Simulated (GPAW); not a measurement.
**1,3-diethynylbenzene between two Pd chains: transmission at several levels**

How well does 1,3-diethynylbenzene between two Pd chains conduct at low bias, and how far do basis and functional move the answer?

Main program and level: GPAW 26.7.0; GPAW LCAO, PAW setups; Landauer transmission from Green's functions with principal layers (ASE), zero bias.

### 1. The starting structure

The cell holds 28 atoms: 14 Pd, 10 C and 4 H. Its edges and angles: a = 16.576 Å, b = 9.000 Å, c = 43.517 Å, α = 90.0°, β = 90.0°, γ = 90.0°. Regions: left lead, 7 atoms (7 Pd); channel, 14 atoms (10 C and 4 H); right lead, 7 atoms (7 Pd). Vacuum lies along a and b. The structure is stacked along c, and the current runs across the ab planes.

### 2. GPAW, dzp

The script solves lead and junction separately, takes H and S in the orbital basis, and joins semi-infinite leads through their self-energies; the dzp basis is the working standard.

The input, run.py:

```python
import json
import numpy as np
from ase import Atoms
from ase.transport.calculators import TransportCalculator
from gpaw import GPAW, FermiDirac
from gpaw.lcao.tools import get_lcao_hamiltonian
from scipy.linalg import eigh

# The junction with lead layers at both ends, along the third cell vector
device = Atoms(
    ['Pd', 'Pd', 'Pd', 'Pd', 'Pd', 'Pd', 'Pd', 'C', 'C', 'H', 'C', 'C', 'H', 'C', 'C', 'H', 'C', 'C', 'H', 'C', 'C', 'Pd', 'Pd', 'Pd', 'Pd', 'Pd', 'Pd', 'Pd'],
    positions=[
        [8.28805, 4.50000, 1.25000],
        [8.28805, 4.50000, 3.75000],
        [8.28805, 4.50000, 6.25000],
        [8.28805, 4.50000, 8.75000],
        [8.28805, 4.50000, 11.25000],
        [8.28805, 4.50000, 13.75000],
        [8.28805, 4.50000, 16.25000],
        [8.82913, 4.50000, 18.26874],
        [9.42906, 4.50000, 19.30897],
        [12.09108, 4.50000, 19.61198],
        [10.14340, 4.50000, 20.54876],
        [11.54066, 4.50000, 20.54994],
        [13.32609, 4.50000, 21.75860],
        [12.23914, 4.50000, 21.75860],
        [9.44414, 4.50000, 21.75860],
        [8.35659, 4.50000, 21.75860],
        [11.54066, 4.50000, 22.96725],
        [10.14340, 4.50000, 22.96843],
        [12.09108, 4.50000, 23.90521],
        [9.42906, 4.50000, 24.20822],
        [8.82913, 4.50000, 25.24845],
        [8.28805, 4.50000, 27.26719],
        [8.28805, 4.50000, 29.76719],
        [8.28805, 4.50000, 32.26719],
        [8.28805, 4.50000, 34.76719],
        [8.28805, 4.50000, 37.26719],
        [8.28805, 4.50000, 39.76719],
        [8.28805, 4.50000, 42.26719]],
    cell=[[16.57609, 0.0, 0.0], [0.0, 9.0, 0.0], [0.0, 0.0, 43.51719]],
    pbc=True)

# One principal layer of the lead: the first 5 atoms of the device
lead = Atoms(
    ['Pd', 'Pd', 'Pd', 'Pd', 'Pd'],
    positions=[
        [8.28805, 4.50000, 1.25000],
        [8.28805, 4.50000, 3.75000],
        [8.28805, 4.50000, 6.25000],
        [8.28805, 4.50000, 8.75000],
        [8.28805, 4.50000, 11.25000]],
    cell=[[16.57609, 0.0, 0.0], [0.0, 9.0, 0.0], [0.0, 0.0, 12.5]],
    pbc=True)

settings = dict(mode='lcao', basis='dzp', xc='PBE', h=0.2,
                occupations=FermiDirac(0.1), maxiter=250,
                mixer=dict(beta=0.1, nmaxold=8, weight=100.0),
                convergence=dict(density=0.0001))
energies = np.arange(-2, 2 + 1e-9, 0.05)
eta = 0.0001
n1, n2 = 1, 1
# k and -k transmit alike, so half of the mesh across the current serves
mesh = [(i, j) for i in range(n1) for j in range(n2) if (i, j) <= (-i % n1, -j % n2)]
weights = np.array([1 if (i, j) == (-i % n1, -j % n2) else 2 for i, j in mesh]) / (n1 * n2)


def ground_state(atoms, size, txt):
    atoms.calc = GPAW(kpts={'size': size, 'gamma': True}, symmetry={'tolerance': 1e-3}, txt=txt, **settings)
    atoms.get_potential_energy()
    return atoms.calc.get_fermi_level()


def blocks(atoms, fermi, points, nz, cells):
    """H - E_F S and S between cell 0 and the cells above it, at each point across the current."""
    kz = np.arange(nz) / nz
    calc = atoms.calc.fixed_density(kpts=[(*k, z) for k in points for z in kz], symmetry='off', txt=None)
    H, S = get_lcao_hamiltonian(calc)
    H = (H - fermi * S).reshape(len(H), len(points), nz, *S.shape[1:])
    S = S.reshape(H.shape[1:])
    phases = [np.exp(-2j * np.pi * kz * R) / nz for R in cells]
    return [(np.einsum('skzij,z->ksij', H, p), np.einsum('kzij,z->kij', S, p)) for p in phases]


def pair(a, b):
    return np.block([[a, b], [b.T.conj(), a]])


def count_channels(h, s, cells, nk=240):
    """Half the number of times that the lead's bands cross each energy, unfolded to its shortest repeat."""
    b = len(h) // cells
    bands = []
    for k in (np.arange(nk + 1) + 0.5) / nk:
        hk, sk = h[:b, :b].copy(), s[:b, :b].copy()
        for R in range(1, cells):
            phase, block = np.exp(2j * np.pi * k * R), slice(R * b, (R + 1) * b)
            hk += h[:b, block] * phase + (h[:b, block] * phase).T.conj()
            sk += s[:b, block] * phase + (s[:b, block] * phase).T.conj()
        w, u = eigh(sk)
        x = u[:, w > 1e-5] / w[w > 1e-5]**0.5  # drop near-dependent combinations
        bands.append(np.r_[eigh(x.T.conj() @ hk @ x, eigvals_only=True), [1e9] * (w <= 1e-5).sum()])
    below = np.array(bands)[:, :, None] < energies
    return (below[1:] != below[:-1]).sum((0, 1)) / 2


fermi_lead = ground_state(lead, (1, 1, 9), 'lead.txt')
fermi_device = ground_state(device, (1, 1, 2), 'device.txt')
T, channels, eigen, tail, misfit, shifts = [], [], [], 0.0, 0.0, []
for first in range(0, len(mesh), 141):
    points = [(i / n1, j / n2) for i, j in mesh[first:first + 141]]
    (H0k, S0k), (H1k, S1k), (H2k, _) = blocks(lead, fermi_lead, points, 5, range(3))
    [(Hk, Sk)] = blocks(device, fermi_device, points, 2, [0])
    tail = max(tail, abs(H2k).max())
    for H0, S0, H1, S1, H, S in zip(H0k, S0k, H1k, S1k, Hk, Sk):
        n = len(S0)
        # Shift the lead onto the potential of the device's first layer
        shift = ((H[:, 0, 0] - H0[:, 0, 0]) / S0[0, 0]).real.mean()
        shifts.append(shift)
        misfit = max(misfit, abs(H[:, :n, :n] - H0 - shift * S0).max())
        Tk, Ck, Ek = [], [], []
        for s in range(len(H)):
            t = s % len(H0)  # a lead without moments serves both spins
            h1, s1 = pair(H0[t] + shift * S0, H1[t] + shift * S1), pair(S0, S1)
            leads = dict(h1=h1, s1=s1, energies=energies, eta=eta, eta1=eta, eta2=eta)
            calc = TransportCalculator(h=H[s], s=S, eigenchannels=3, **leads)
            Tk.append(calc.get_transmission())
            Ek.append(np.sort(calc.eigenchannels_ne, axis=0)[::-1])
            Ck.append(count_channels(h1, s1, 10))
        T.append(Tk)
        channels.append(Ck)
        eigen.append(Ek)
T, channels = np.array(T), np.array(channels)
mean, open_channels = np.einsum('kse,k->se', T, weights), np.einsum('kse,k->se', channels, weights)

print(f'basis functions: device {len(S)}, principal layer {n}')
print(f'Fermi level: lead {fermi_lead:.4f} eV, device {fermi_device:.4f} eV; lead shifted by {np.mean(shifts):.4f} eV')
print(f'largest coupling past the next layer {tail:.2e} eV, largest misfit of the first layer {misfit:.3f} eV')
print('  E-E_F (eV)   ' + 'T (one spin)  channels')
for e, t, c in zip(energies, mean.T, open_channels.T):
    print(f'{e:10.3f}  ', *[f'{x:11.4e}' for x in t], *[f'{x:9.4f}' for x in c])

kT = 8.617333e-5 * 300
fine = np.linspace(energies[0], energies[-1], 4001)
both = np.exp(np.interp(fine, energies, np.log(np.maximum(mean.sum(0) * 2 / len(mean), 1e-30))))
fermi = lambda mu: 1 / (1 + np.exp(np.clip((fine - mu) / kT, -200, 200)))
slope = fermi(0) * (1 - fermi(0)) / kT
G = np.trapezoid(both * slope, fine) / 2
seebeck = -np.trapezoid(both * slope * fine, fine) / (2 * G * 300) * 1e6
print(f'conductance at 300 K: {G:.5g} G0 a cell; thermopower {seebeck:.4g} uV/K')
bias = [0.1, 0.2, 0.5, 1.0, 1.5, 2.0]
current = [38.74 * np.trapezoid(both * (fermi(V / 2) - fermi(-V / 2)), fine) for V in bias]
for V, I in zip(bias, current):
    print(f'current from the zero-bias T(E) at {V} V: {I:.5g} uA')
zero = abs(energies).argmin()
json.dump(dict(energies=energies.tolist(), T=mean.tolist(), channels=open_channels.tolist(), G=G, seebeck=seebeck,
               bias=bias, current=current, tail=tail, misfit=misfit, shift=np.mean(shifts), n_device=len(S), n_lead=n,
               fermi=[fermi_lead, fermi_device], energy=device.get_potential_energy(),
               moments=device.get_magnetic_moments().tolist(), mesh=mesh, weights=weights.tolist(),
               T_k=T[:, :, zero].tolist(), eigen=np.array(eigen[0]).tolist()), open('result.json', 'w'))
```

Command:

```sh
$ OMP_NUM_THREADS=1 OPENBLAS_NUM_THREADS=1 python run.py
```

What it wrote:

```text
basis functions: device 528, principal layer 135
Fermi level: lead -4.5036 eV, device -4.6019 eV; lead shifted by -0.0002 eV
largest coupling past the next layer 1.07e-04 eV, largest misfit of the first layer 0.142 eV
  E-E_F (eV)   T (one spin)  channels
    -2.000    6.7045e-01    3.0000
    -1.950    3.8802e-01    3.0000
    -1.900    2.3612e-01    3.0000
    -1.850    1.6316e-01    3.0000
    -1.800    1.3350e-01    3.0000
    -1.750    1.2819e-01    3.0000
    -1.700    1.3729e-01    3.0000
    -1.650    1.5185e-01    3.0000
    -1.600    1.6374e-01    3.0000
    -1.550    1.6587e-01    3.0000
    -1.500    1.5795e-01    3.0000
    -1.450    1.4356e-01    3.0000
    -1.400    1.2766e-01    3.0000
    -1.350    1.1444e-01    3.0000
    -1.300    1.0653e-01    3.0000
    -1.250    1.0474e-01    3.0000
[...]
1.650    3.2077e-08    1.0000
     1.700    3.5765e-08    1.0000
     1.750    3.9655e-08    1.0000
     1.800    4.3752e-08    1.0000
     1.850    4.8064e-08    1.0000
     1.900    5.2599e-08    1.0000
     1.950    5.7371e-08    1.0000
     2.000    6.2393e-08    1.0000
conductance at 300 K: 0.25505 G0 a cell; thermopower 67.53 uV/K
current from the zero-bias T(E) at 0.1 V: 1.9845 uA
current from the zero-bias T(E) at 0.2 V: 4.026 uA
current from the zero-bias T(E) at 0.5 V: 11.242 uA
current from the zero-bias T(E) at 1.0 V: 24.211 uA
current from the zero-bias T(E) at 1.5 V: 30.093 uA
current from the zero-bias T(E) at 2.0 V: 33.648 uA
```

The job ended after 7.1 min (1 thread of Intel Xeon Platinum 8559C (Emerald Rapids), shared host; peak memory 2.5 GiB).

Numbers from this step:

| Property | Result |
| --- | --- |
| conductance | 0.2550 G₀ |
| largest coupling past the next principal layer | 1.07e-4 eV |
| largest misfit of the first principal layer | 0.1416 eV |
| shift that aligns the lead | -2.35e-4 eV |
| basis functions of the junction | 528 |
| basis functions of a principal layer | 135 |
| transmission at the Fermi level (one spin) | 0.2569 |
| open channels of the lead at the Fermi level (one spin) | 4 |

One spin. Table of transmission, zone mean by energy, zero at the Fermi level:

energy (eV), transmission, zone mean and a bar:
```
    -2.00      0.670 ############################
    -1.85      0.163 #######
    -1.70      0.137 ######
    -1.60      0.164 #######
    -1.45      0.144 ######
    -1.30      0.107 ####
    -1.15      0.115 #####
    -1.05      0.122 #####
    -0.90      0.181 #######
    -0.75      0.215 #########
    -0.60      0.348 ##############
    -0.50      0.495 ####################
    -0.35      0.724 ##############################
    -0.30      0.725 ##############################
    -0.20      0.663 ###########################
    -0.05      0.385 ################
     0.00      0.257 ###########
     0.05      0.137 ######
     0.20      0.000 
     0.35      0.000 
     0.50      0.000 
     0.60      0.000 
     0.75      0.000 
     0.90      0.000 
     1.05      0.000 
     1.15      0.000 
     1.30      0.000 
     1.45      0.000 
     1.60      0.000 
     1.70      0.000 
     1.85      0.000 
     2.00      0.000
```

Crossings of the lead's bands, unfolded to its shortest repeat. Open channels, zone mean against energy, zero at the Fermi level:

energy (eV), open channels, zone mean and a bar from the least value:
```
    -2.00       3.00 ###############
    -1.85       3.00 ###############
    -1.70       3.00 ###############
    -1.60       3.00 ###############
    -1.45       3.00 ###############
    -1.30       3.00 ###############
    -1.15       3.00 ###############
    -1.05       3.00 ###############
    -0.90       5.00 ##############################
    -0.75       5.00 ##############################
    -0.60       5.00 ##############################
    -0.50       5.00 ##############################
    -0.35       4.00 ######################
    -0.20       4.00 ######################
    -0.05       4.00 ######################
     0.00       4.00 ######################
     0.05       4.00 ######################
     0.20       1.00 
     0.35       1.00 
     0.50       1.00 
     0.60       1.00 
     0.75       1.00 
     0.90       1.00 
     1.05       1.00 
     1.15       1.00 
     1.30       1.00 
     1.45       1.00 
     1.60       1.00 
     1.70       1.00 
     1.85       1.00 
     2.00       1.00
```

Not self-consistent under bias; the bias window is split evenly. Current through one cell, from the zero-bias transmission against bias:

| bias (V) | current through one cell, from the zero-bias transmission (μA) |
| --- | --- |
| 0.100 | 1.98 |
| 0.200 | 4.03 |
| 0.500 | 11.2 |
| 1.000 | 24.2 |
| 1.500 | 30.1 |
| 2.000 | 33.6 |

The transmission of the three most open eigenchannels by energy, zero at the Fermi level:

```
energy (eV)  channel 1  channel 2  channel 3
      -2.00      0.658     0.0121     7.6e-5
      -1.85      0.131     0.0321     5.0e-5
      -1.70     0.0934     0.0438     3.0e-5
      -1.60      0.141     0.0232     2.1e-5
      -1.45      0.139    0.00412     1.3e-5
      -1.30      0.103    0.00364     8.2e-6
      -1.15     0.0798     0.0354     5.8e-6
      -1.05     0.0619     0.0596     4.7e-6
      -0.90     0.0965     0.0844     4.0e-6
      -0.75      0.144     0.0716     3.4e-6
      -0.60      0.223      0.125     3.4e-6
      -0.50      0.380      0.115     3.3e-6
      -0.35      0.674     0.0499     2.2e-6
      -0.20      0.630     0.0338     2.3e-6
      -0.05      0.362     0.0225     2.7e-6
       0.00      0.239     0.0177     2.8e-6
       0.05      0.125     0.0117     2.8e-6
       0.20     4.9e-7    2.2e-12    1.8e-12
       0.35     6.6e-8    2.0e-12          0
       0.50     1.1e-8    2.2e-12          0
       0.60     3.1e-9    2.3e-12          0
       0.75    7.4e-11    4.1e-12          0
       0.90    6.7e-10    2.0e-12          0
       1.05     3.3e-9    2.3e-12          0
       1.15     6.1e-9    2.5e-12          0
       1.30     1.2e-8    2.8e-12          0
       1.45     1.9e-8    3.1e-12          0
       1.60     2.9e-8    3.5e-12          0
       1.70     3.6e-8    3.8e-12          0
       1.85     4.8e-8    4.3e-12          0
       2.00     6.2e-8    4.9e-12          0
```

At 0.15 eV T drops to or jumps from 1.1e-7 where the lead's channel count changes: a band edge of the lead lies in the thermal window, and enters the average. Couplings past the next layer reach 1.1e-4 eV, small enough to drop; the matrix elements of the cell's first layer differ from the bulk lead's by up to 0.14 eV. That layer keeps its own values in the calculation, and only beyond it is the lead taken as perfect. The Fermi levels of lead and junction count from different zeros of potential, one for each periodic cell; with both set to zero, the small remaining shift is what aligns them. By hand: G = 0.2550 × 77.48 μS = 19.8 μS, a resistance of 50.6 kΩ; at 0.1 V a linear junction would pass 1.98 μA, and the integral over the bias window gives 1.98 μA.

### 3. GPAW, szp: basis = "szp(dzp)"

One radial function a shell plus polarisation makes the matrices smaller; the question is what that costs.

run.py: that of step 2 with these lines changed.

```diff
@@ -55,3 +55,3 @@
 
-settings = dict(mode='lcao', basis='dzp', xc='PBE', h=0.2,
+settings = dict(mode='lcao', basis='szp(dzp)', xc='PBE', h=0.2,
                 occupations=FermiDirac(0.1), maxiter=250,
```

What it wrote:

```text
basis functions: device 316, principal layer 75
Fermi level: lead -4.6630 eV, device -5.0680 eV; lead shifted by 0.0054 eV
largest coupling past the next layer 1.09e-04 eV, largest misfit of the first layer 0.116 eV
  E-E_F (eV)   T (one spin)  [channel counts left out]
    -2.000    8.1793e-01
    -1.950    3.6599e-01
    -1.900    1.6771e-01
    -1.850    9.1506e-02
    -1.800    5.9029e-02
    -1.750    4.5012e-02
    -1.700    4.0492e-02
    -1.650    4.1558e-02
    -1.600    4.6585e-02
    -1.550    5.3406e-02
    -1.500    6.0859e-02
    -1.450    6.7994e-02
    -1.400    7.4417e-02
    -1.350    8.0171e-02
    -1.300    8.5335e-02
    -1.250    8.9147e-02
[...]
1.650    2.2251e-07
     1.700    2.4349e-07
     1.750    2.6609e-07
     1.800    2.9039e-07
     1.850    3.1647e-07
     1.900    3.4442e-07
     1.950    3.7433e-07
     2.000    4.0629e-07
conductance at 300 K: 0.065741 G0 a cell; thermopower 164.9 uV/K
current from the zero-bias T(E) at 0.1 V: 0.57675 uA
current from the zero-bias T(E) at 0.2 V: 1.518 uA
current from the zero-bias T(E) at 0.5 V: 7.9047 uA
current from the zero-bias T(E) at 1.0 V: 21.712 uA
current from the zero-bias T(E) at 1.5 V: 28.747 uA
current from the zero-bias T(E) at 2.0 V: 31.628 uA
```

Elapsed: 5 min, on 1 thread; peak memory 2.4 GiB.

This step gave:

* conductance: 0.06574 G₀
* largest coupling past the next principal layer: 1.09e-4 eV
* largest misfit of the first principal layer: 0.1157 eV
* shift that aligns the lead: 0.005402 eV
* basis functions of the junction: 316
* basis functions of a principal layer: 75
* transmission at the Fermi level (one spin): 0.04479

One spin. Transmission, zone mean against energy, zero at the Fermi level:

```
energy (eV)  transmission, zone mean
      -2.00                    0.818
      -1.85                   0.0915
      -1.70                   0.0405
      -1.60                   0.0466
      -1.45                   0.0680
      -1.30                   0.0853
      -1.15                    0.108
      -1.05                    0.124
      -0.90                    0.132
      -0.75                    0.313
      -0.60                    0.355
      -0.50                    0.503
      -0.35                    0.816
      -0.30                    0.836
      -0.20                    0.663
      -0.05                    0.151
       0.00                   0.0448
       0.05                  0.00298
       0.20                   8.0e-9
       0.35                   3.7e-8
       0.50                   4.0e-8
       0.60                   4.1e-8
       0.75                   4.6e-8
       0.90                   5.6e-8
       1.05                   7.2e-8
       1.15                   8.6e-8
       1.30                   1.1e-7
       1.45                   1.5e-7
       1.60                   2.0e-7
       1.70                   2.4e-7
       1.85                   3.2e-7
       2.00                   4.1e-7
```

Not self-consistent under bias; the bias window is split evenly. The current through one cell, from the zero-bias transmission by bias:

```
bias (V)  current through one cell, from the zero-bias transmission (μA)
   0.100                                                           0.577
   0.200                                                            1.52
   0.500                                                            7.90
   1.000                                                            21.7
   1.500                                                            28.7
   2.000                                                            31.6
```

Table of transmission of the three most open eigenchannels by energy, zero at the Fermi level:

```csv
energy (eV),channel 1,channel 2,channel 3
-2.000,0.815,0.00310,7.5e-6
-1.800,0.0470,0.0120,4.5e-6
-1.600,0.0425,0.00411,2.5e-6
-1.400,0.0714,0.00303,1.4e-6
-1.200,0.0475,0.0315,8.1e-7
-1.000,0.0791,0.0516,5.7e-7
-0.800,0.102,0.0219,3.8e-7
-0.600,0.199,0.156,3.0e-7
-0.400,0.679,0.0551,2.1e-7
-0.200,0.646,0.0170,1.1e-7
0.000,0.0399,0.00494,5.8e-8
0.200,8.0e-9,0,0
```

The conductance, 0.0657 G₀, lies 74 % below that of the dzp run. At 0.15 eV T drops to or jumps from 8.2e-10 where the lead's channel count changes: a band edge of the lead lies in the thermal window, and enters the average.

(Part 1 of 3 ends here.)

[Logs are printed without paths, hosts, clocks, repeated set-up lines and the standing remarks that a program may print on its own settings, such as how far it seeks lower states.]

[Hosts, paths, dates, database ids (printed as entryN), source tags and the programs' standing remarks are cut or masked in the printed files.]
